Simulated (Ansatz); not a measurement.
# TiTeSe monolayer, Janus under uniaxial strain along the armchair direction, normal to a, with the width clamped, part 2 of 2

Wanted: the shifts of the zone-centre modes of TiTeSe monolayer, Janus with strain.

Ansatz 0.2.0; DFT PBEsol, scalar-relativistic, plane waves, PAW; PAW set soft_1.

So far, highest optical mode at the zone centre (no LO-TO term) (cm⁻¹): step 5 (zone-centre response at rest) 317; step 7 (strain 5 %) 301.

## Step 8: A member of the series: uniaxial strain of -3 % along the armchair direction, normal to a, with the width clamped

The cell takes a uniaxial strain of -3 % along the armchair direction, normal to a, with the width clamped. The cell is held, and the atoms relax in it.

Contents of input.yaml:

```yaml
crystal:
  lattice:
    - [3.5700281122, 0.0, 0.0]
    - [-1.7850140561, 2.9989829862, 0.0]
    - [0.0, 0.0, 30.0]
  atoms:
    - { symbol: Ti, position: [-0.0002953586, -0.0005907173, 0.3368884558] }
    - { symbol: Se, position: [0.3352046906, 0.6704093813, 0.3851452659] }
    - { symbol: Te, position: [0.665090668, 0.330181336, 0.2746329449] }
  periodic: [true, true, false]
kpoints:
  mp_grid: { grid: [15, 15, 1] }
hamiltonian:
  xc: pbesol
  pseudopotentials: { kind: paw, azcp: { folder: soft_1 }, xc_functional: pbe }
scf:
  occupations: { method: methfessel_paxton, width: 0.2 }
output:
  forces: true
  stress: true
  eigenvalues: true
relax:
  adjacent_minimum: "off"
  f_tol: 0.001
  max_steps: 60
```

On the command line:

```sh
$ ansatz run input.yaml --threads 4 --pin off --max-ram 16384MiB --backend cpu --events-out ev --progress --plain --runs-dir out
```

Wall time 57 s (4 threads of Arm Neoverse V2, shared host); peak memory 0.94 GiB; 3.7 min of CPU time.

Step by step:

```csv
step,energy less that of the first step (eV),largest force component (eV/Å)
1,0.0000,0.0994
2,-0.0002,0.1112
3,-0.0009,0.0111
4,-0.0010,0.0009
5,-0.0010,0.0009
```

The run keeps the 2 symmetry operations that it works with, so distortions that break them were not tested.

The atoms that moved most (Å):

```csv
atom,dx,dy,dz,length
Se2,0.000,0.006,0.009,0.011
Te3,0.000,-0.005,-0.008,0.010
```

Final coordinates:

```
Ti Se Te
1.0
     3.57003    0.00000    0.00000
    -1.78501    2.99898    0.00000
     0.00000    0.00000   30.00000
Ti Se Te
1 1 1
Direct
  0.99956 0.99912 0.33686
  0.33618 0.67237 0.38545
  0.66425 0.32851 0.27435
```

Numbers from this step:

```
area per atom : 3.569 Å²
```

The largest force component left is 0.87 meV/Å.

## Step 9: Zone-centre modes of the member: uniaxial strain of -3 % along the armchair direction, normal to a, with the width clamped

The zone-centre modes follow for uniaxial strain of -3 % along the armchair direction, normal to a, with the width clamped.

input.yaml, the sections that differ from step 8:

```yaml
crystal:
  lattice:
    - [3.5700281122, 0.0, 0.0]
    - [-1.7850140561, 2.9989829862, 0.0]
    - [0.0, 0.0, 30.0]
  atoms:
    - { symbol: Ti, position: [-0.0004384259, -0.0008768519, 0.3368598275] }
    - { symbol: Se, position: [0.3361836815, 0.672367363, 0.3854522795] }
    - { symbol: Te, position: [0.6642547444, 0.3285094889, 0.2743545597] }
  periodic: [true, true, false]
output:
  eigenvalues: true
phonons:
  method: dfpt
# kpoints, hamiltonian, scf: as in step 8
# relax: removed
```

Run time: 2.4 min. Hardware: 4 threads; peak memory 2.1 GiB.

This step gave:

| Property | Result |
| --- | --- |
| sum-rule residual before enforcement | 4.96e-5 eV/Å² |
| highest optical mode at the zone centre (no LO-TO term) | 326.8 cm⁻¹ |
| lowest optical zone-centre mode | 103.9 cm⁻¹ |

Patterns of degenerate modes are one choice out of their space. The modes at Γ (shares of kinetic energy by element, %):

```csv
mode,frequency (cm⁻¹),symmetry,Ti %,Se %,Te %
1,0.0,acoustic,19,31,50
2,0.0,acoustic,19,31,50
3,0.0,acoustic,19,31,50
4,103.9,A',11,40,49
5,105.6,A'',10,41,49
6,162.9,A',2,54,44
7,205.8,A',70,29,1
8,215.7,A'',71,28,1
9,326.8,A',79,15,6
```

The lowest optical mode is real, 104 cm⁻¹, and the highest lies at 326.8 cm⁻¹.

For the highest optical mode at the zone centre (no LO-TO term), step 5 gave 317 cm⁻¹; this run, with strain -3 %, gives 327 cm⁻¹ (+3 %).

## Step 10: The series together

The members are set side by side, also those not shown above.

Energies are extrapolated to zero smearing, and E0 is that at rest; the cell is clamped and the atoms are relaxed; all runs use 15×15×1 k points and Methfessel-Paxton smearing of 0.2 eV. State of the crystal along the series:

```csv
strain (%),E - E0 (meV/atom)
-3,5.657
-2,2.484
-1,0.6105
0,0
1,0.6062
2,2.384
3,5.29
4,9.28
5,14.3
```

Optical modes are counted from below at rest and tracked from member to member by their patterns, and modes that stay within 0.3 cm⁻¹ of each other stand once; labels, where given, are those at rest, then, where named, those of the strained cell; the cell is clamped and the atoms are relaxed; all runs use 15×15×1 k points and Methfessel-Paxton smearing of 0.2 eV. Optical modes along the series:

```csv
strain (%),optical mode 1 E to A'' single part (cm⁻¹),optical mode 2 E to A' single part (cm⁻¹),optical mode 3 A1 to A' (cm⁻¹),optical mode 4 E to A'' single part (cm⁻¹),optical mode 5 E to A' single part (cm⁻¹),optical mode 6 A1 to A' (cm⁻¹)
-3,105.6,103.9,162.9,215.7,205.8,326.8
-2,105.6,104.7,162.1,212.6,206.2,323.6
-1,105.5,105.2,161.2,208.9,205.8,320.2
0,105.3,105.3,160.3,204.4,204.4,316.9
1,104.9,105.2,159.6,199.5,201.9,313.6
2,104.4,104.8,158.7,194.3,198.2,310.2
3,103.8,104.1,157.9,189.2,193.9,306.9
4,103.1,103.2,156.9,184.6,189.6,303.7
5,102.4,102.1,155.9,180.5,185.6,300.5
```

Value and slope at zero strain of a cubic (a lower polynomial where under five rows exist) through the rows within 2 % of rest. Slopes at rest:

```csv
mode,frequency (cm⁻¹),shift per percent of strain (cm⁻¹)
optical mode 1 E to A'' single part,105.3,-0.3
optical mode 2 E to A' single part,105.3,0.04
optical mode 3 A1 to A',160.3,-0.81
optical mode 4 E to A'' single part,204.4,-4.73
optical mode 5 E to A' single part,204.4,-1.96
optical mode 6 A1 to A',316.9,-3.35
```

## Step 11: What came out

```yaml
members: 9
highest_optical_mode_at_the_zone_centre_no_lo_to_term_at_rest: 316.9 cm⁻¹
optical_mode_3_a1_to_a_shift_per_percent: -0.81 cm⁻¹
optical_mode_4_e_to_a_single_part_shift_per_percent: -4.73 cm⁻¹
optical_mode_5_e_to_a_single_part_shift_per_percent: -1.96 cm⁻¹
optical_mode_6_a1_to_a_shift_per_percent: -3.35 cm⁻¹
```

The strain lowers the symmetry: the level at 204.4 cm⁻¹ splits, into 180.5 and 185.6 cm⁻¹ at +5 %. Within 2 % of rest optical mode 1 E to A'' single part, optical mode 2 E to A' single part and optical mode 5 E to A' single part bend away from a straight line, so a single slope holds only near rest. The fastest shift in the table of slopes is -4.7 cm⁻¹ for each percent (optical mode 4 E to A'' single part). The width is clamped, so the contraction across the strain that a free sheet shows is left out. These are harmonic frequencies at zero temperature: anharmonic shifts, linewidths and thermal expansion are left out. Spin-orbit coupling is left out, which can matter for the heavy elements here. With no gap, or one that is small against the smearing, the frequencies hang on the k mesh and the smearing, most of all near Kohn anomalies. A semilocal functional can close a gap that the real compound would have, so the metallic treatment may be an artefact of the level. The starting cell was built on a prototype and not taken from a measurement. The PAW files were made for PBE; the program adapts parts of them to the functional of the run, but their partial waves stay those of PBE, an approximation that was not tested in this session. Only the zone centre was solved, so an instability at another wavevector cannot show here.

[Logs are printed without paths, hosts, clocks, repeated set-up lines and the standing remarks that a program may print on its own settings, such as how far it seeks lower states.]

[Hosts, paths, dates, database ids (printed as entryN), source tags and the programs' standing remarks are cut or masked in the printed files.]
